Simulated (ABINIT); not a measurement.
# Beyond one shot: RbBH4 (F-43m), part 2 of 3

Aim: iterate the self-energy on RbBH4 (F-43m) and follow the gap from cycle to cycle.

ABINIT 10.8.3; PBEsol and many-body steps on it, plane waves. Known limits of the many-body steps: not at the basis limit; no spin-orbit coupling; coarse k mesh.

So far. Step 4 (G0W0): The gap on the mesh goes from 5.91 eV to 8.58 eV, a correction of +2.67 eV. Step 5 (Self-consistent COHSEX, cycle 1): Against G0W0 in ABINIT (2×2×2 mesh, 41 bands, screening to 87.1 eV, Godby-Needs plasmon pole), the gap moves by +1.317 eV.

### 6. Screening, 2×2×2 mesh, 41 bands, screening to 87.1 eV

This step: RPA screening on PBEsol, plane waves, norm-conserving pseudopotentials.

run.abi reads:

```
acell 3*1.0 Angstrom
rprim 
  -0.000000000000 3.453240220000 3.453240220000
  3.453240220000 -0.000000000000 3.453240220000
  3.453240220000 3.453240220000 -0.000000000000
ntypat 3
znucl 37 5 1
natom 6
typat 1 2 3 3 3 3
xred 
  0.000000000000 0.000000000000 0.000000000000
  0.500000000000 0.500000000000 0.500000000000
  0.602415200000 0.602415200000 0.602415200000
  0.192754400000 0.602415200000 0.602415200000
  0.602415200000 0.602415200000 0.192754400000
  0.602415200000 0.192754400000 0.602415200000
pp_dirpath "pseudos"
pseudos "Rb.upf, B.upf, H.upf"
ecut 34
ngkpt 2 2 2
nshiftk 1
shiftk 0 0 0
kptopt 1
chksymbreak 0
istwfk *1
occopt 1
irdwfk 1
optdriver 3
nband 41
ecuteps 3.2
inclvkb 2
awtr 1
symchi 1
gwcalctyp 27
nfreqre 1
nfreqim 0
mbpt_sciss 3.955 eV
nqptdm 1
qptdm 
  0 0 0
indata_prefix "in"
outdata_prefix "out"
tmpdata_prefix "tmp"
```

Launch:

```console
$ OMP_NUM_THREADS=1 mpirun -n 4 abinit run.abi > log
```

The log of the run:

```text
.Version 10.8.3 of ABINIT. v10.8.2 released Aug 2026.

 Symmetries : space group F-4 3 m (#216); Bravais cF (face-center cubic)
[... echo of the input left out ...]
== DATASET  1 ==================================================================
-   mpi_nproc: 4, omp_nthreads: 1 (-1 if OMP is not activated)

--- !DatasetInfo
iteration_state: {dtset: 1, }
dimensions: {natom: 6, nkpt: 3, mband: 41, nsppol: 1, nspinor: 1, nspden: 1, mpw: 5290, }
cutoff_energies: {ecut:  34.0, pawecutdg:  -1.0, }
electrons: {nelect:   1.60000000E+01, charge:   0.00000000E+00, occopt:   1.00000000E+00, tsmear:   1.00000000E-02, }

 SCREENING: Calculation of the susceptibility and dielectric matrices

 Based on a program developped by R.W. Godby, V. Olevano, G. Onida, and L. Reining.
 Incorporated in ABINIT by V. Olevano, G.-M. Rignanese, and M. Torrent.
.Using double precision arithmetic ; gwpc =  8

[... cell and pseudopotentials left out ...]
--------------------------------------------------------------------------------

 ==== K-mesh for the wavefunctions ====
 Number of points in the irreducible wedge :     3
[... list of points left out ...]
 Together with 24 symmetry operations and time-reversal symmetry
 yields     8 points in the full Brillouin Zone.

 ==== Q-mesh for the screening function ====
 Number of points in the irreducible wedge :     3
[... list of points left out ...]
 Together with 24 symmetry operations and time-reversal symmetry
 yields     8 points in the full Brillouin Zone.

 setmesh: FFT mesh size selected  =    32x   32x   32
          total number of points  =        32768

 vcoul_init : cutoff-mode = AUXILIARY_FUNCTION
 q-points for optical limit:   1
     1)      0.000010    0.000020    0.000030

 Dielectric matrix will be calculated only for some
 selected q points provided by the user through the input variables
 nqptdm and qptdm

- screening: taking advantage of time-reversal symmetry
- Maximum band index for partially occupied states nbvw = 8
- Remaining bands to be divided among processors   nbcw = 33
- Number of bands treated by each node ~8

 rdqps: reading QP wavefunctions of the previous step
        looking for file in_QPS
 file not found, 1st iteration initialized with KS eigenelements

 screening : performing a first self-consistency
 update of the energies in W by a scissor operator
 applying a scissor operator of [eV] :   3.955

 Number of electrons calculated from density =   16.0000; Expected =   16.0000
 average of density, n =  0.028788
 r_s =    2.0241
 omega_plasma =   16.3667 [eV]

 calculating chi0 at frequencies [eV] :
  1    0.000000E+00    0.000000E+00

--------------------------------------------------------------------------------
  q-point number  1        q = ( 0.000000, 0.000000, 0.000000) [r.l.u.]
--------------------------------------------------------------------------------
[... chi0 elements left out ...]
 For q-point:  0.000010 0.000020 0.000030
  dielectric constant =   1.9784
  dielectric constant without local fields =   2.1927

  Average fulfillment of the sum rule on Im[epsilon] for q-point    1 :     65.54  [%]
[... wings left out ...]
== END DATASET(S) ==============================================================
================================================================================

 -outvars: echo values of variables after computation  --------
           etotal      0.0000000000E+00
            nband          41
             nkpt           3
          spgroup         216
 [... the other variables as echoed above ...]

 Calculation completed.
```

Elapsed: 5 s, on 4 MPI ranks of Arm Neoverse N1, shared host; peak memory 0.19 GiB.

This step gave:

| Item | Value |
| --- | --- |
| ε∞ with local fields, on this mesh, along the program's q direction | 1.978 |
| the same without local fields | 2.193 |
| plasma frequency | 16.37 eV |
| plane waves in the screening matrix | 169 |

This screening uses the functional's bands under a rigid shift, the mean opening of the cycle before.

### 7. Screening, 2×2×2 mesh, 41 bands, screening to 87.1 eV

This step: RPA screening on PBEsol from quasiparticle energies and orbitals, plane waves, norm-conserving pseudopotentials.

run.abi: that of step 6 with these lines changed.

```diff
@@ -36,6 +36,7 @@
 nfreqim 0
-mbpt_sciss 3.955 eV
-nqptdm 1
+irdqps 1
+nqptdm 2
 qptdm 
-  0 0 0
+  0.5000000000 0.0000000000 0.0000000000
+  0.5000000000 0.5000000000 0.0000000000
 indata_prefix "in"
```

mrgscr.stdin reads:

```
2
merged
q0_SCR
out_SCR
1
```

Launch:

```console
$ OMP_NUM_THREADS=1 mpirun -n 4 abinit run.abi > log; mrgscr < mrgscr.stdin
```

The log of the run:

```text
.Version 10.8.3 of ABINIT. v10.8.2 released Aug 2026.

 Symmetries : space group F-4 3 m (#216); Bravais cF (face-center cubic)
[... echo of the input left out ...]
== DATASET  1 ==================================================================
-   mpi_nproc: 4, omp_nthreads: 1 (-1 if OMP is not activated)

--- !DatasetInfo
iteration_state: {dtset: 1, }
dimensions: {natom: 6, nkpt: 3, mband: 41, nsppol: 1, nspinor: 1, nspden: 1, mpw: 5290, }
cutoff_energies: {ecut:  34.0, pawecutdg:  -1.0, }
[...]
q-point number  2        q = ( 0.500000, 0.500000, 0.000000) [r.l.u.]
--------------------------------------------------------------------------------
[... chi0 elements left out ...]
  Average fulfillment of the sum rule on Im[epsilon] for q-point    3 :     80.48  [%]

== END DATASET(S) ==============================================================
================================================================================

 -outvars: echo values of variables after computation  --------
           etotal      0.0000000000E+00
            nband          41
             nkpt           3
          spgroup         216
 [... the other variables as echoed above ...]

 Calculation completed.
```

The job ended after 4.5 s (4 MPI ranks; peak memory 0.19 GiB; 18 s of CPU time).

This step gave:

| Property | Result |
| --- | --- |
| plasma frequency | 16.37 eV |
| plane waves in the screening matrix | 169 |

This screening reads the quasiparticle levels of the cycle before.

### 8. Self-consistent COHSEX, cycle 2

The corrected levels of the last cycle go back in.

This step: self-consistent COHSEX on PBEsol, plane waves, norm-conserving pseudopotentials.

run.abi: that of step 7 with these lines changed.

```diff
@@ -27,16 +27,19 @@
 irdwfk 1
-optdriver 3
+optdriver 4
 nband 41
-ecuteps 3.2
-inclvkb 2
-awtr 1
-symchi 1
 gwcalctyp 27
-nfreqre 1
-nfreqim 0
-irdqps 1
-nqptdm 2
-qptdm 
+ecutsigx 34
+symsigma 0
+nkptgw 3
+kptgw 
+  0.0000000000 0.0000000000 0.0000000000
   0.5000000000 0.0000000000 0.0000000000
   0.5000000000 0.5000000000 0.0000000000
+bdgw 
+  1 15
+  1 15
+  1 15
+ecuteps 3.2
+irdscr 1
+irdqps 1
 indata_prefix "in"
```

Launch:

```console
$ OMP_NUM_THREADS=1 mpirun -n 4 abinit run.abi > log
```

The log of the run:

```text
.Version 10.8.3 of ABINIT. v10.8.2 released Aug 2026.

 Symmetries : space group F-4 3 m (#216); Bravais cF (face-center cubic)
[... echo of the input left out ...]
== DATASET  1 ==================================================================
-   mpi_nproc: 4, omp_nthreads: 1 (-1 if OMP is not activated)

--- !DatasetInfo
iteration_state: {dtset: 1, }
dimensions: {natom: 6, nkpt: 3, mband: 41, nsppol: 1, nspinor: 1, nspden: 1, mpw: 5290, }
cutoff_energies: {ecut:  34.0, pawecutdg:  -1.0, }
[...]
Convergence of QP corrections
 >>>>> For spin  1 <<<<<
.  kptgw no:  1; Maximum DeltaE = (  -0.607  -0.000) for band index:  1
.  kptgw no:  2; Maximum DeltaE = (  -0.607  -0.000) for band index:  1
.  kptgw no:  3; Maximum DeltaE = (   0.607  -0.000) for band index: 11

== END DATASET(S) ==============================================================
================================================================================

 -outvars: echo values of variables after computation  --------
           etotal      0.0000000000E+00
            nband          41
             nkpt           3
          spgroup         216
 [... the other variables as echoed above ...]

 Calculation completed.
```

Run time: 9.9 s. Hardware: 4 MPI ranks; peak memory 0.87 GiB; 39 s of CPU time.

This step gave:

| Property | Result |
| --- | --- |
| quasiparticle gap on the points computed | 10.36 eV |
| gap of the density functional on the mesh | 5.909 eV |
| k of the valence top | 0, 0, 0 |
| k of the conduction bottom | 0.5, 0.5, 0 |
| least direct quasiparticle gap on the computed points | 10.45 eV |

Against the cycle before, the gap moves by +0.464 eV.

### 9. Screening, 2×2×2 mesh, 41 bands, screening to 87.1 eV

This step: RPA screening on PBEsol, plane waves, norm-conserving pseudopotentials.

run.abi: that of step 8 with these lines changed.

```diff
@@ -27,19 +27,15 @@
 irdwfk 1
-optdriver 4
+optdriver 3
 nband 41
+ecuteps 3.2
+inclvkb 2
+awtr 1
+symchi 1
 gwcalctyp 27
-ecutsigx 34
-symsigma 0
-nkptgw 3
-kptgw 
-  0.0000000000 0.0000000000 0.0000000000
-  0.5000000000 0.0000000000 0.0000000000
-  0.5000000000 0.5000000000 0.0000000000
-bdgw 
-  1 15
-  1 15
-  1 15
-ecuteps 3.2
-irdscr 1
-irdqps 1
+nfreqre 1
+nfreqim 0
+mbpt_sciss 4.445 eV
+nqptdm 1
+qptdm 
+  0 0 0
 indata_prefix "in"
```

The log of the run:

```text
.Version 10.8.3 of ABINIT. v10.8.2 released Aug 2026.

 Symmetries : space group F-4 3 m (#216); Bravais cF (face-center cubic)
[... echo of the input left out ...]
== DATASET  1 ==================================================================
-   mpi_nproc: 4, omp_nthreads: 1 (-1 if OMP is not activated)

--- !DatasetInfo
iteration_state: {dtset: 1, }
dimensions: {natom: 6, nkpt: 3, mband: 41, nsppol: 1, nspinor: 1, nspden: 1, mpw: 5290, }
cutoff_energies: {ecut:  34.0, pawecutdg:  -1.0, }
[...]
[... chi0 elements left out ...]
 For q-point:  0.000010 0.000020 0.000030
  dielectric constant =   1.9489
  dielectric constant without local fields =   2.1529

  Average fulfillment of the sum rule on Im[epsilon] for q-point    1 :     66.87  [%]
[... wings left out ...]
== END DATASET(S) ==============================================================
================================================================================

 -outvars: echo values of variables after computation  --------
           etotal      0.0000000000E+00
            nband          41
             nkpt           3
          spgroup         216
 [... the other variables as echoed above ...]

 Calculation completed.
```

The job ended after 5.1 s (4 MPI ranks; peak memory 0.19 GiB).

Numbers from this step:

```
ε∞ with local fields, on this mesh, along the program's q direction : 1.949
the same without local fields                                       : 2.153
plasma frequency                                                    : 16.37 eV
plane waves in the screening matrix                                 : 169
```

This screening uses the functional's bands under a rigid shift, the mean opening of the cycle before.

### 10. Screening, 2×2×2 mesh, 41 bands, screening to 87.1 eV

This step: RPA screening on PBEsol from quasiparticle energies and orbitals, plane waves, norm-conserving pseudopotentials.

run.abi: that of step 9 with these lines changed.

```diff
@@ -36,6 +36,7 @@
 nfreqim 0
-mbpt_sciss 4.445 eV
-nqptdm 1
+irdqps 1
+nqptdm 2
 qptdm 
-  0 0 0
+  0.5000000000 0.0000000000 0.0000000000
+  0.5000000000 0.5000000000 0.0000000000
 indata_prefix "in"
```

mrgscr.stdin is that of step 7.

Launch:

```console
$ OMP_NUM_THREADS=1 mpirun -n 4 abinit run.abi > log; mrgscr < mrgscr.stdin
```

The log of the run:

```text
.Version 10.8.3 of ABINIT. v10.8.2 released Aug 2026.

 Symmetries : space group F-4 3 m (#216); Bravais cF (face-center cubic)
[... echo of the input left out ...]
== DATASET  1 ==================================================================
-   mpi_nproc: 4, omp_nthreads: 1 (-1 if OMP is not activated)

--- !DatasetInfo
iteration_state: {dtset: 1, }
dimensions: {natom: 6, nkpt: 3, mband: 41, nsppol: 1, nspinor: 1, nspden: 1, mpw: 5290, }
cutoff_energies: {ecut:  34.0, pawecutdg:  -1.0, }
[...]
q-point number  2        q = ( 0.500000, 0.500000, 0.000000) [r.l.u.]
--------------------------------------------------------------------------------
[... chi0 elements left out ...]
  Average fulfillment of the sum rule on Im[epsilon] for q-point    3 :     81.60  [%]

== END DATASET(S) ==============================================================
================================================================================

 -outvars: echo values of variables after computation  --------
           etotal      0.0000000000E+00
            nband          41
             nkpt           3
          spgroup         216
 [... the other variables as echoed above ...]

 Calculation completed.
```

Run time: 4.6 s. Hardware: 4 MPI ranks; peak memory 0.19 GiB.

This step gave:

* plasma frequency: 16.37 eV
* plane waves in the screening matrix: 169

This screening reads the quasiparticle levels of the cycle before.

### 11. Self-consistent COHSEX, cycle 3

This step: self-consistent COHSEX on PBEsol, plane waves, norm-conserving pseudopotentials.

run.abi: that of step 10 with these lines changed.

```diff
@@ -27,16 +27,19 @@
 irdwfk 1
-optdriver 3
+optdriver 4
 nband 41
-ecuteps 3.2
-inclvkb 2
-awtr 1
-symchi 1
 gwcalctyp 27
-nfreqre 1
-nfreqim 0
-irdqps 1
-nqptdm 2
-qptdm 
+ecutsigx 34
+symsigma 0
+nkptgw 3
+kptgw 
+  0.0000000000 0.0000000000 0.0000000000
   0.5000000000 0.0000000000 0.0000000000
   0.5000000000 0.5000000000 0.0000000000
+bdgw 
+  1 15
+  1 15
+  1 15
+ecuteps 3.2
+irdscr 1
+irdqps 1
 indata_prefix "in"
```

Launch:

```console
$ OMP_NUM_THREADS=1 mpirun -n 4 abinit run.abi > log
```

The log of the run:

```text
.Version 10.8.3 of ABINIT. v10.8.2 released Aug 2026.

 Symmetries : space group F-4 3 m (#216); Bravais cF (face-center cubic)
[... echo of the input left out ...]
== DATASET  1 ==================================================================
-   mpi_nproc: 4, omp_nthreads: 1 (-1 if OMP is not activated)

--- !DatasetInfo
iteration_state: {dtset: 1, }
dimensions: {natom: 6, nkpt: 3, mband: 41, nsppol: 1, nspinor: 1, nspden: 1, mpw: 5290, }
cutoff_energies: {ecut:  34.0, pawecutdg:  -1.0, }
[...]
Convergence of QP corrections
 >>>>> For spin  1 <<<<<
.  kptgw no:  1; Maximum DeltaE = (   0.051   0.000) for band index: 14
.  kptgw no:  2; Maximum DeltaE = (   0.053   0.000) for band index: 15
.  kptgw no:  3; Maximum DeltaE = (   0.054  -0.000) for band index: 14

== END DATASET(S) ==============================================================
================================================================================

 -outvars: echo values of variables after computation  --------
           etotal      0.0000000000E+00
            nband          41
             nkpt           3
          spgroup         216
 [... the other variables as echoed above ...]

 Calculation completed.
```

The job ended after 9.8 s (4 MPI ranks; peak memory 0.87 GiB).

This step gave:

```
quasiparticle gap on the points computed              : 10.43 eV
gap of the density functional on the mesh             : 5.909 eV
k of the valence top                                  : 0, 0, 0
k of the conduction bottom                            : 0.5, 0.5, 0
least direct quasiparticle gap on the computed points : 10.52 eV
```

Against the cycle before, the gap moves by +0.073 eV.

### 12. Screening, 2×2×2 mesh, 41 bands, screening to 87.1 eV

This step: RPA screening on PBEsol, plane waves, norm-conserving pseudopotentials.

run.abi: that of step 11 with these lines changed.

```diff
@@ -27,19 +27,15 @@
 irdwfk 1
-optdriver 4
+optdriver 3
 nband 41
+ecuteps 3.2
+inclvkb 2
+awtr 1
+symchi 1
 gwcalctyp 27
-ecutsigx 34
-symsigma 0
-nkptgw 3
-kptgw 
-  0.0000000000 0.0000000000 0.0000000000
-  0.5000000000 0.0000000000 0.0000000000
-  0.5000000000 0.5000000000 0.0000000000
-bdgw 
-  1 15
-  1 15
-  1 15
-ecuteps 3.2
-irdscr 1
-irdqps 1
+nfreqre 1
+nfreqim 0
+mbpt_sciss 4.515 eV
+nqptdm 1
+qptdm 
+  0 0 0
 indata_prefix "in"
```

The log of the run:

```text
.Version 10.8.3 of ABINIT. v10.8.2 released Aug 2026.

 Symmetries : space group F-4 3 m (#216); Bravais cF (face-center cubic)
[... echo of the input left out ...]
== DATASET  1 ==================================================================
-   mpi_nproc: 4, omp_nthreads: 1 (-1 if OMP is not activated)

--- !DatasetInfo
iteration_state: {dtset: 1, }
dimensions: {natom: 6, nkpt: 3, mband: 41, nsppol: 1, nspinor: 1, nspden: 1, mpw: 5290, }
cutoff_energies: {ecut:  34.0, pawecutdg:  -1.0, }
[...]
[... chi0 elements left out ...]
 For q-point:  0.000010 0.000020 0.000030
  dielectric constant =   1.9449
  dielectric constant without local fields =   2.1474

  Average fulfillment of the sum rule on Im[epsilon] for q-point    1 :     67.06  [%]
[... wings left out ...]
== END DATASET(S) ==============================================================
================================================================================

 -outvars: echo values of variables after computation  --------
           etotal      0.0000000000E+00
            nband          41
             nkpt           3
          spgroup         216
 [... the other variables as echoed above ...]

 Calculation completed.
```

Wall time 5 s (4 MPI ranks); peak memory 0.19 GiB; 20 s of CPU time.

This step gave:

```
ε∞ with local fields, on this mesh, along the program's q direction : 1.945
the same without local fields                                       : 2.147
plasma frequency                                                    : 16.37 eV
plane waves in the screening matrix                                 : 169
```

This screening uses the functional's bands under a rigid shift, the mean opening of the cycle before.

[end of part 2 of 3]

[Paths, hosts, dates, memory and timing lines, banners, echoed tables and standing remarks are left out of the program output.]

[Logs are printed without paths, hosts, clocks, repeated set-up lines and the standing remarks that a program may print on its own settings, such as how far it seeks lower states.]

[Runs of the session that timed out or met a known fault of the program may be left out.]

[Hosts, paths, dates, database ids (printed as entryN), source tags and the programs' standing remarks are cut or masked in the printed files.]

[G0W0 gaps are taken among the corrected bands and points alone; a level outside them can change the order at an edge.]

[Where Ansatz stands beside ABINIT at settings called matched, ABINIT's density can come from a denser mesh and the files from another edition; pairs whose starting gaps differed by over 0.03 eV were left out, so agreement reads better than it is.]
